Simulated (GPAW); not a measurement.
# Core-hole calculation of the Ti K edge in BaTiO3 (R3m), part 2 of 4

How does the Ti K edge of BaTiO3 (R3m) move when the bonds are compressed or stretched?

GPAW 26.7.0; X-ray absorption from dipole matrix elements to empty bands, plane-wave PAW LDA.

So far. Step 2 (The field without a hole): The mesh shows a gap of 2.33 eV, so the hole is first treated in a charged cell, without the excited electron.

**4. Spectrum with FCH, Ti atom 2**

The holes are 5.7 Å apart. In GPAW the data set carries the hole's charge, so charge=0 means a charged cell and charge=-1 a neutral one. The excited electron is left out and a uniform background balances the charge. After the field has converged, empty bands are computed with the density fixed and the dipole matrix elements are summed.

The absorber has 3 O at 1.87 Å and 3 O at 2.14 Å (distorted octahedral, site symmetry 3m).

xas.py reads:

```python
import numpy as np
from ase import Atoms
from ase.parallel import parprint, paropen
from gpaw import GPAW, PW, FermiDirac, Mixer, MixerDif, setup_paths
from gpaw.test import gen
setup_paths.insert(0, '.')
gen('Ti', name='fch1s', xcname='LDA', corehole=(1, 0, 1), write_xml=True)
from gpaw.mpi import world
world.barrier()

atoms = Atoms('Ba2Ti2O6',
    cell=[[-2.82736661, 4.89714262, 0],
     [2.82736661, 4.89714262, 0],
     [0, -3.26476174, -4.63678699]],
    scaled_positions=[[0, 0, 0],
     [0.5, 0.5, 0.5],
     [0.75775, 0.75775, 0.27325],
     [0.25775, 0.25775, 0.77325],
     [0.50015, 0.99125, 0.48265],
     [0.00015, 0.49125, 0.98265],
     [0.99125, 0.50015, 0.48265],
     [0.49125, 0.00015, 0.98265],
     [0.99125, 0.99125, 0.48265],
     [0.49125, 0.49125, 0.98265]],
    pbc=True)
atoms.calc = calc = GPAW(legacy_gpaw=True, mode=PW(500, force_complex_dtype=True), xc='LDA', setups={2: 'fch1s'},
    kpts={'size': (4, 4, 4), 'gamma': True}, occupations=FermiDirac(0.02),
    charge=0, mixer=Mixer(0.1, 5, 50), maxiter=150,
    convergence={'density': 0.0001, 'eigenstates': 1e-6}, txt='scf.txt')
energy = atoms.get_potential_energy() + calc.get_reference_energy()
ef = calc.get_fermi_level()
out = dict(energy=energy, fermi=ef, forces=atoms.get_forces().tolist())
parprint(f'all-electron energy {energy:.4f} eV, Fermi level {ef:.4f} eV')
ev = np.array([[calc.get_eigenvalues(k, s) for k in range(len(calc.get_ibz_k_points()))] for s in range(calc.get_number_of_spins())])
out['homo'], out['lumo'], out['counts'] = ev[ev < ef].max(), ev[ev > ef].min(), sorted(set((ev < ef).sum((0, 2)).tolist()))
out['filled'] = (ev[:, 0] < ef).sum(1).tolist()

from ase.units import Ha
from gpaw.xas import dipole_matrix_elements
nb = int(calc.get_number_of_electrons() / 2) + 89
top, nb = nb, nb + 8 + nb // 12
nscf = calc.fixed_density(kpts={'size': (5, 5, 5), 'gamma': True}, nbands=nb,
    convergence={'bands': top, 'eigenstates': 5e-3}, maxiter=60, txt='nscf.txt')
cell = atoms.cell.array
ops = [cell.T @ U.T @ np.linalg.inv(cell.T) for U in nscf.wfs.kd.symmetry.op_scc]
filled = [40]  # bands filled in the ground state, by spin
E = np.arange(-6, 34, 0.1)
fwhm = np.interp(E, [4, 25], [0.94, 3.5])
Y, X, zero, highest = 0, 0, 1e9, 1e9
for spin in range(nscf.get_number_of_spins()):
    wfs = nscf.wfs
    mine = wfs.bd.get_slice()  # this rank's bands
    A = dipole_matrix_elements(wfs.setups[2])
    eps = np.zeros((wfs.kd.nibzkpts, nb))
    d = np.zeros((3, A.shape[1], wfs.kd.nibzkpts, nb), complex)
    for kpt in wfs.kpt_u:
        if kpt.s == spin and 2 in kpt.P_ani:
            eps[kpt.k, mine] = kpt.eps_n * Ha
            d[:, :, kpt.k, mine] = (kpt.weight * wfs.nspins / 2) ** 0.5 * np.inner(A, kpt.P_ani[2])
    world.sum(eps)
    world.sum(d)
    T = np.einsum('amkn,bmkn->abkn', d, d.conj()).real
    T = sum(np.einsum('ai,ijkn,bj->abkn', R, T, R) for R in ops) / len(ops)
    empty = np.ones_like(eps, bool) & (np.arange(nb) >= filled[spin])
    zero, highest = min(zero, eps[empty].min()), min(highest, eps[:, top - 1].min())
    lines = [(eps, T, empty)] if spin == 0 else lines + [(eps, T, empty)]
for eps, T, empty in lines:
    f = np.einsum('aakn->akn', T).reshape(3, -1)
    x = eps.ravel() - zero
    w = np.interp(x, E, fwhm) / 2.35482
    g = np.exp(-0.5 * ((E[:, None] - x) / w) ** 2) / (w * (2 * np.pi) ** 0.5)
    Y = Y + (f * empty.ravel()) @ g.T
    X = X + (f * ~empty.ravel()) @ g.T
out.update(E=E.round(2).tolist(), xas=Y.tolist(), xes=X.tolist(), zero=zero, valid=highest - zero, nk=len(eps), nb=nb)
for i in range(0, len(E), 10):
    parprint(f'{E[i]:7.2f}', *(f'{v:10.3e}' for v in Y[:, i]))
import json
with paropen('out.json', 'w') as f:
    json.dump(out, f)
```

Run with:

```
> OMP_NUM_THREADS=1 mpirun -n 4 gpaw python xas.py
```

Numbers of over 12 decimals in the logs are rounded to 6 here.

The program printed:

```text
Input parameters:
  convergence: {density: 0.0001,
                eigenstates: 1e-06}
  kpts: {gamma: True,
         size: (4, 4, 4)}
  maxiter: 150
  mixer: {backend: pulay,
          beta: 0.1,
          method: separate,
          nmaxold: 5,
          weight: 50}
  mode: {ecut: 500.0,
         force_complex_dtype: True,
         name: pw}
  occupations: {fixmagmom: False,
                name: fermi-dirac,
                width: 0.02}
  setups: {2: fch1s}

Initialize ...

[... PAW data sets ...]

Reference energy: -495748.554291  # eV

Spin-paired calculation

[... convergence settings ...]
Symmetries present (total): 2
  [... symmetry matrices ...]

64 k-points: 4 x 4 x 4 Monkhorst-Pack grid + [1/8,1/8,1/8]
24 k-points in the irreducible part of the Brillouin zone
       k-points in crystal coordinates                weights
   0:     0.00000000    0.00000000    0.00000000          1/64
   1:     0.00000000    0.00000000    0.25000000          2/64
   2:     0.00000000    0.00000000    0.50000000          1/64
   3:     0.25000000   -0.25000000    0.00000000          2/64
   4:     0.25000000   -0.25000000    0.25000000          4/64
   5:     0.25000000   -0.25000000    0.50000000          2/64
   6:     0.25000000    0.00000000   -0.25000000          4/64
   7:     0.25000000    0.00000000    0.00000000          4/64
   8:     0.25000000    0.00000000    0.25000000          4/64
   9:     0.25000000    0.00000000    0.50000000          4/64
          ...
  23:     0.50000000    0.50000000    0.50000000          1/64

Wave functions: Plane wave expansion
  Cutoff energy: 500.000 eV
  Number of coefficients (min, max): 3250, 3287
  Pulay-stress correction: 0.000000 eV/Ang^3 (de/decut=0.000000)
  Using FFTW library
  Wavefunction extrapolation:
    Improved wavefunction reuse through dual PAW basis

Occupation numbers: Fermi-Dirac:
  width: 0.0200  # eV

Eigensolver
   Davidson(niter=2)

Densities:
  Coarse grid: 30*30*30 grid
  Fine grid: 60*60*60 grid
  Total Charge: 1.000000

Density mixing:
  Method: separate
  Backend: pulay
  Linear mixing parameter: 0.1
  old densities: 5
  Width of damping distribution: 1.1
  Damping of long wavelength oscillations: 50

[... Hamiltonian set-up ...]
Number of atoms: 10
Number of atomic orbitals: 60
Number of bands in calculation: 52
Number of valence electrons: 80
Bands to converge: occupied

... initialized

Initializing position-dependent things.

Density initialized from atomic densities
Creating initial wave functions:
  52 bands from LCAO basis set

               Ti
                O
           O      O
           Ba
             Ba

           Ti
            O
       O      O

Atomic positions and initial magnetic moments

Positions:
   0 Ba     0.000000    0.000000    0.000000    ( 0.0000,  0.0000,  0.0000)
   1 Ba     0.000000    3.264762   -2.318393    ( 0.0000,  0.0000,  0.0000)
   2 Ti     0.000000    6.529523   -1.267002    ( 0.0000,  0.0000,  0.0000)
   3 Ti     0.000000    0.000000   -3.585396    ( 0.0000,  0.0000,  0.0000)
   4 O      1.388520    5.727861   -2.237945    ( 0.0000,  0.0000,  0.0000)
   5 O      1.388520   -0.801662   -4.556339    ( 0.0000,  0.0000,  0.0000)
   6 O     -1.388520    5.727861   -2.237945    ( 0.0000,  0.0000,  0.0000)
   7 O     -1.388520   -0.801662   -4.556339    ( 0.0000,  0.0000,  0.0000)
   8 O      0.000000    8.132848   -2.237945    ( 0.0000,  0.0000,  0.0000)
   9 O      0.000000    1.603325   -4.556339    ( 0.0000,  0.0000,  0.0000)

Unit cell:
           periodic     x           y           z      points  spacing
  1. axis:    yes   -2.827367    4.897143    0.000000    30     0.1540
  2. axis:    yes    2.827367    4.897143    0.000000    30     0.1540
  3. axis:    yes    0.000000   -3.264762   -4.636787    30     0.1546

  Lengths:   5.654733   5.654733   5.670843
  Angles:  119.906070 119.906070  60.000000

Effective grid spacing dv^(1/3) = 0.1682

iter:   1  -114.082040
iter:   2  -108.431037   -0.95  -1.03
iter:   3  -105.362353   -1.13  -1.10
iter:   4  -104.674193   -1.26  -1.32
iter:   5  -104.646034   -1.78  -1.50
iter:   6  -104.530596   -1.98  -1.59
iter:   7  -104.309769   -2.08  -1.77
iter:   8  -104.298370   -2.56  -2.16
iter:   9  -104.281129c  -3.37  -2.39
iter:  10  -104.281017c  -4.46  -2.77
iter:  11  -104.280336c  -4.22  -2.87
iter:  12  -104.280031c  -4.94  -3.30
iter:  13  -104.279981c  -5.70  -3.46
iter:  14  -104.279960c  -6.15c -3.64
iter:  15  -104.279955c  -6.53c -3.82
iter:  16  -104.279955c  -6.51c -3.98
iter:  17  -104.279952c  -7.32c -4.15c

Converged after 17 iterations.

Dipole moment: (0.000000, 0.237296, -10.363239) |e|*Ang

Energy contributions relative to reference atoms: (reference = -495748.554291)

Kinetic:        +24.019616
Potential:      -51.238113
External:        +0.000000
XC:             -77.103654
Entropy (-ST):   -0.000000
Local:           +0.042198
SIC:             +0.000000
--------------------------
Free energy:   -104.279952
Extrapolated:  -104.279952

Showing only first 2 kpts
 Kpt  Band  Eigenvalues  Occupancy
  0    38      6.92662    2.00000
  0    39      6.92663    2.00000
  0    40      8.09727    0.00000
  0    41      8.09731    0.00000

  1    38      6.61601    2.00000
  1    39      6.77721    2.00000
  1    40      8.35250    0.00000
[...]
Fermi level: 7.55633

Gap: 1.171 eV
Transition (v -> c):
  (s=0, k=0, n=39, [0.00, 0.00, 0.00]) -> (s=0, k=0, n=40, [0.00, 0.00, 0.00])
No difference between direct/indirect transitions

Forces in eV/Ang:
  0 Ba    0.00000    0.00001   -0.10164
  1 Ba    0.00000    0.00001   -0.13299
  2 Ti    0.00000    0.00001   -1.25094
  3 Ti    0.00000    0.00001   -0.78926
  4 O    -1.36716    0.78933    1.06894
  5 O     0.42122   -0.24320   -0.31216
  6 O     1.36716    0.78933    1.06894
  7 O    -0.42122   -0.24320   -0.31216
  8 O     0.00000   -1.57852    1.06890
  9 O     0.00000    0.48653   -0.31219
Scalar-relativistic atomic LDA calculation for Ti (Titanium, Z=22)
Core hole in 1s state (1s occupation: 1.0)
600 radial gridpoints.
|------------------------------------------------|
|------------------------------------------------|
[... the atom generator's iteration count ...]

Energy contributions:
-------------------------
Kinetic:     +672.671614
XC:           -34.028348
Potential:  -1307.172598
-------------------------
Total:       -668.529332

state      eigenvalue         ekin         rmax
-----------------------------------------------
1s^1.0 :  -187.828620   240.500426        0.045
2s^2.0 :   -22.002726    43.832967        0.262
2p^6.0 :   -18.989232    43.629197        0.209
3s^2.0 :    -2.983269     9.467322        0.829
3p^6.0 :    -2.108060     8.391345        0.840
3d^2.0 :    -0.666650     5.344221        0.850
4s^2.0 :    -0.460559     1.379460        2.509
4p^0.0 :    -0.300118     0.992184        2.957
-----------------------------------------------
(units: Bohr and Hartree)

Generating PAW setup
Kinetic energy of the core from tauc = 593.006445
Cutoffs:
rc(s)=2.400
rc(p)=2.000
rc(d)=2.000
rc(vbar)=1.800
rc(comp)=2.300
rc(nct)=2.400

Kinetic energy of the core states: 589.941539
Charge: 1.0
Core electrons: 9.0
Valence electrons: 12.0
Pseudo-core charge: 0.000000
Shape function alpha=1.890
Pseudo-electron charge 5.350237
state    eigenvalue         norm
--------------------------------
3s(2) :    -2.983269     0.223229
4s(2) :    -0.460559     1.020774
3p(6) :    -2.108060     0.336604
4p(0) :    -0.300118     0.967107
3d(2) :    -0.666650     0.421304
*d    :     0.333350
--------------------------------

Diagonalizing with gridspacing h=0.050

state   all-electron     PAW
-------------------------------
3s:      -2.983269    -2.983558
3p:      -2.108060    -2.108705
3d:      -0.666650    -0.667242
*f:                   -0.026873
-------------------------------
all-electron energy -495852.8342 eV, Fermi level 7.5563 eV
[...]
31.00  3.936e-07  3.936e-07  4.225e-07
  32.00  3.836e-07  3.836e-07  4.106e-07
  33.00  3.667e-07  3.667e-07  3.957e-07
```

The job ended after 66 s (4 MPI ranks of AMD EPYC 9R14 (Zen 4), shared host; peak memory 0.43 GiB; 4.4 min of CPU time).

The Ti K spectrum, Ti atom 2, full core hole (charged cell) (energy from the lowest empty level; intensity scaled to a mean of 1 over the first 20 eV; polarised curves are means over the symmetry-equivalent atoms):

```
E (eV)  isotropic  ε ⊥ c  ε ∥ c
  -2.0       0.00   0.00   0.00
  -1.4       0.00   0.00   0.00
  -0.8       0.00   0.00   0.00
  -0.2       0.02   0.01   0.03
   0.4       0.03   0.02   0.04
   1.0       0.02   0.02   0.01
   1.6       0.21   0.30   0.02
   2.2       0.51   0.71   0.11
   2.8       0.37   0.49   0.12
   3.4       0.12   0.16   0.04
   4.0       0.06   0.06   0.07
   4.6       0.40   0.38   0.45
   5.2       0.67   0.68   0.65
   5.8       0.36   0.38   0.30
   6.4       0.15   0.14   0.17
   7.0       0.18   0.16   0.23
   7.6       0.20   0.18   0.25
   8.2       0.19   0.17   0.22
   8.8       0.16   0.14   0.19
   9.4       0.15   0.13   0.18
  10.0       0.17   0.15   0.21
  10.6       0.24   0.20   0.33
  11.2       0.48   0.35   0.73
  11.8       1.01   0.73   1.59
  12.4       1.76   1.33   2.62
  13.0       2.33   1.93   3.11
  13.6       2.50   2.30   2.89
  14.2       2.42   2.40   2.44
  14.8       2.28   2.35   2.13
  15.4       2.14   2.21   1.99
  16.0       2.00   2.04   1.91
  16.6       1.89   1.91   1.86
  17.2       1.86   1.88   1.82
  17.8       1.92   1.96   1.82
  18.4       2.03   2.11   1.87
  19.0       2.11   2.21   1.92
  19.6       2.11   2.20   1.92
  20.2       1.99   2.07   1.85
  20.8       1.84   1.89   1.73
  21.4       1.71   1.75   1.64
  22.0       1.67   1.70   1.61
  22.6       1.70   1.72   1.64
  23.2       1.76   1.79   1.70
  23.8       1.84   1.87   1.77
  24.4       1.91   1.94   1.84
  25.0       1.96   1.99   1.89
  25.6       1.99   2.02   1.94
  26.2       1.99   2.01   1.96
  26.8       1.95   1.95   1.96
  27.4       1.86   1.83   1.90
  28.0       1.71   1.67   1.79
  28.6       1.55   1.50   1.65
  29.2       1.39   1.34   1.49
  29.8       1.27   1.22   1.35
  30.4       1.19   1.15   1.25
  31.0       1.15   1.12   1.20
  31.6       1.13   1.10   1.18
```

Main maxima below 30 eV (height): 2.3 eV (0.51), 5.1 eV (0.67), 7.5 eV (0.20), 13.6 eV (2.50), 19.3 eV (2.12) and 25.9 eV (2.00). A K edge sees empty p states. The weak features of the first eV are p character mixed into the empty d bands; the main 4p edge lies above them.

The hole costs E(hole) − E(ground) = 4962.94 eV, and the lowest empty level of the hole cell on the spectrum's mesh lies at 8.10 eV, which puts the zero at 4971.04 eV. One term is added: -22.68 eV, since the hole is spin-paired here and a spin-polarised one costs that much less in the free atom (computed apart). The photon energy is then 4948.36 eV. The tabulated edge of the element is 4966 eV. The functional and the charged cell's background leave an error in such absolute values: in the free atom LDA prices this hole 13.2 eV below PBE (computed apart), and PBE is itself good to a few eV.

**5. Supercell without a hole, the energy reference**

The cell changes for the next run, so it gets a reference energy of its own.

The cell differs from the one that the last finished run ended in (a 5.655 → 5.539 Å, b 5.655 → 5.539 Å, c 5.671 → 5.555 Å).

scf.py reads:

```python
import numpy as np
from ase import Atoms
from ase.parallel import parprint, paropen
from gpaw import GPAW, PW, FermiDirac, Mixer, MixerDif, setup_paths
from gpaw.test import gen
setup_paths.insert(0, '.')
gen('Ti', name='nch1s', xcname='LDA', corehole=(1, 0, 0), write_xml=True)
from gpaw.mpi import world
world.barrier()

atoms = Atoms('Ba2Ti2O6',
    cell=[[-2.76964905, 4.79717288, 0],
     [2.76964905, 4.79717288, 0],
     [0, -3.19811525, -4.54213212]],
    scaled_positions=[[0, 0, 0],
     [0.5, 0.5, 0.5],
     [0.75775, 0.75775, 0.27325],
     [0.25775, 0.25775, 0.77325],
     [0.50015, 0.99125, 0.48265],
     [0.00015, 0.49125, 0.98265],
     [0.99125, 0.50015, 0.48265],
     [0.49125, 0.00015, 0.98265],
     [0.99125, 0.99125, 0.48265],
     [0.49125, 0.49125, 0.98265]],
    pbc=True)
atoms.calc = calc = GPAW(legacy_gpaw=True, mode=PW(500, force_complex_dtype=True), xc='LDA', setups={2: 'nch1s'},
    kpts={'size': (4, 4, 4), 'gamma': True}, occupations=FermiDirac(0.02),
    charge=0, mixer=Mixer(0.1, 5, 50), maxiter=150,
    convergence={'density': 0.0001, 'eigenstates': 1e-6}, txt='scf.txt')
energy = atoms.get_potential_energy() + calc.get_reference_energy()
ef = calc.get_fermi_level()
out = dict(energy=energy, fermi=ef, forces=atoms.get_forces().tolist())
parprint(f'all-electron energy {energy:.4f} eV, Fermi level {ef:.4f} eV')
ev = np.array([[calc.get_eigenvalues(k, s) for k in range(len(calc.get_ibz_k_points()))] for s in range(calc.get_number_of_spins())])
out['homo'], out['lumo'], out['counts'] = ev[ev < ef].max(), ev[ev > ef].min(), sorted(set((ev < ef).sum((0, 2)).tolist()))
out['filled'] = (ev[:, 0] < ef).sum(1).tolist()
import json
with paropen('out.json', 'w') as f:
    json.dump(out, f)
```

Run with:

```
> OMP_NUM_THREADS=1 mpirun -n 4 gpaw python scf.py
```

The program printed:

```text
Input parameters:
  convergence: {density: 0.0001,
                eigenstates: 1e-06}
  kpts: {gamma: True,
         size: (4, 4, 4)}
  maxiter: 150
  mixer: {backend: pulay,
          beta: 0.1,
          method: separate,
          nmaxold: 5,
          weight: 50}
  mode: {ecut: 500.0,
         force_complex_dtype: True,
         name: pw}
  occupations: {fixmagmom: False,
                name: fermi-dirac,
[...]
4s(2) :    -0.168799     0.990650
3p(6) :    -1.425558     0.436626
4p(0) :    -0.056429     0.981035
3d(2) :    -0.164024     0.588737
*d    :     0.835976
--------------------------------

Diagonalizing with gridspacing h=0.050

state   all-electron     PAW
-------------------------------
3s:      -2.287902    -2.288205
3p:      -1.425558    -1.426242
3d:      -0.164024    -0.164519
*f:                    0.065395
-------------------------------
all-electron energy -500815.6958 eV, Fermi level 8.7536 eV
[key lines of the parts left out:]
Converged after 20 iterations.
Dipole moment: (0.000000, 0.338335, -9.929092) |e|*Ang
Free energy:    -84.802209
Fermi level: 8.75363
```

The job ended after 28 s (4 MPI ranks; peak memory 0.28 GiB; 1.8 min of CPU time).

Reference energy: -500815.696 eV with the cores included.

**6. Spectrum with FCH, Ti atom 2**

Shorter bonds are expected to push antibonding states and scattering resonances up, and longer ones down; the cell is scaled to test that.

Changed against the first core-hole run: volume scale from 1 to 0.94.

Changes to xas.py since step 4:

```diff
@@ -11,5 +11,5 @@
 atoms = Atoms('Ba2Ti2O6',
-    cell=[[-2.82736661, 4.89714262, 0],
-     [2.82736661, 4.89714262, 0],
-     [0, -3.26476174, -4.63678699]],
+    cell=[[-2.76964905, 4.79717288, 0],
+     [2.76964905, 4.79717288, 0],
+     [0, -3.19811525, -4.54213212]],
     scaled_positions=[[0, 0, 0],
@@ -39,3 +39,3 @@
 from gpaw.xas import dipole_matrix_elements
-nb = int(calc.get_number_of_electrons() / 2) + 89
+nb = int(calc.get_number_of_electrons() / 2) + 85
 top, nb = nb, nb + 8 + nb // 12
```

Run with:

```
> OMP_NUM_THREADS=1 mpirun -n 4 gpaw python xas.py
```

The program printed:

```text
Input parameters:
  convergence: {density: 0.0001,
                eigenstates: 1e-06}
  kpts: {gamma: True,
         size: (4, 4, 4)}
  maxiter: 150
  mixer: {backend: pulay,
          beta: 0.1,
          method: separate,
          nmaxold: 5,
          weight: 50}
  mode: {ecut: 500.0,
         force_complex_dtype: True,
         name: pw}
  occupations: {fixmagmom: False,
                name: fermi-dirac,
[...]
*d    :     0.333350
--------------------------------

Diagonalizing with gridspacing h=0.050

state   all-electron     PAW
-------------------------------
3s:      -2.983269    -2.983558
3p:      -2.108060    -2.108705
3d:      -0.666650    -0.667242
*f:                   -0.026873
-------------------------------
all-electron energy -495853.8397 eV, Fermi level 8.3943 eV
[...]
32.00  3.866e-07  3.865e-07  4.189e-07
  33.00  3.817e-07  3.817e-07  4.122e-07
[key lines of the parts left out:]
Converged after 17 iterations.
Dipole moment: (0.000000, 0.239524, -9.984774) |e|*Ang
Free energy:   -105.285361
Fermi level: 8.39435
```

It took 62 s on 4 MPI ranks; peak memory 0.42 GiB; 4.1 min of CPU time.

```
E (eV)  first run  this run
  -2.0       0.00      0.00
  -1.0       0.00      0.00
   0.0       0.03      0.03
   1.0       0.02      0.01
   2.0       0.45      0.36
   3.0       0.29      0.47
   4.0       0.06      0.06
   5.0       0.65      0.44
   6.0       0.25      0.60
   7.0       0.18      0.18
   8.0       0.19      0.19
   9.0       0.15      0.15
  10.0       0.17      0.13
  11.0       0.37      0.22
  12.0       1.26      0.75
  13.0       2.33      2.03
  14.0       2.46      2.63
  15.0       2.23      2.37
  16.0       2.00      2.11
  17.0       1.86      1.99
  18.0       1.95      2.02
  19.0       2.11      2.17
  20.0       2.04      2.22
  21.0       1.79      2.04
  22.0       1.67      1.79
  23.0       1.74      1.71
  24.0       1.86      1.81
  25.0       1.96      1.97
  26.0       2.00      2.12
  27.0       1.92      2.21
  28.0       1.71      2.16
  29.0       1.44      1.93
  30.0       1.23      1.60
  31.0       1.15      1.33
  32.0       1.12      1.22
```

The scaled spectrum changes by 14 % r.m.s. A shift of +0.4 eV leaves 9 %. The highest intensity below 24 eV goes from 13.6 eV (2.50) to 14.0 eV (2.63).

The photon energy of the zero moves by -0.21 eV.

(Continued in part 3 of 4.)

[Banner, clock and machine lines of the logs are left out without a mark of their own.]

[Logs are printed without paths, hosts, clocks, repeated set-up lines and the standing remarks that a program may print on its own settings, such as how far it seeks lower states.]

[Hosts, paths, dates, database ids (printed as entryN), source tags and the programs' standing remarks are cut or masked in the printed files.]

[Lists of maxima count a maximum above −3 eV only where it reaches 4 % of the highest in the window and stands out from its surroundings by 2 % of it (1.5 % where it reaches 55 %); shoulders and weaker maxima are passed over, and of the rest the first, up to two pre-edge ones and the few strongest are named.]
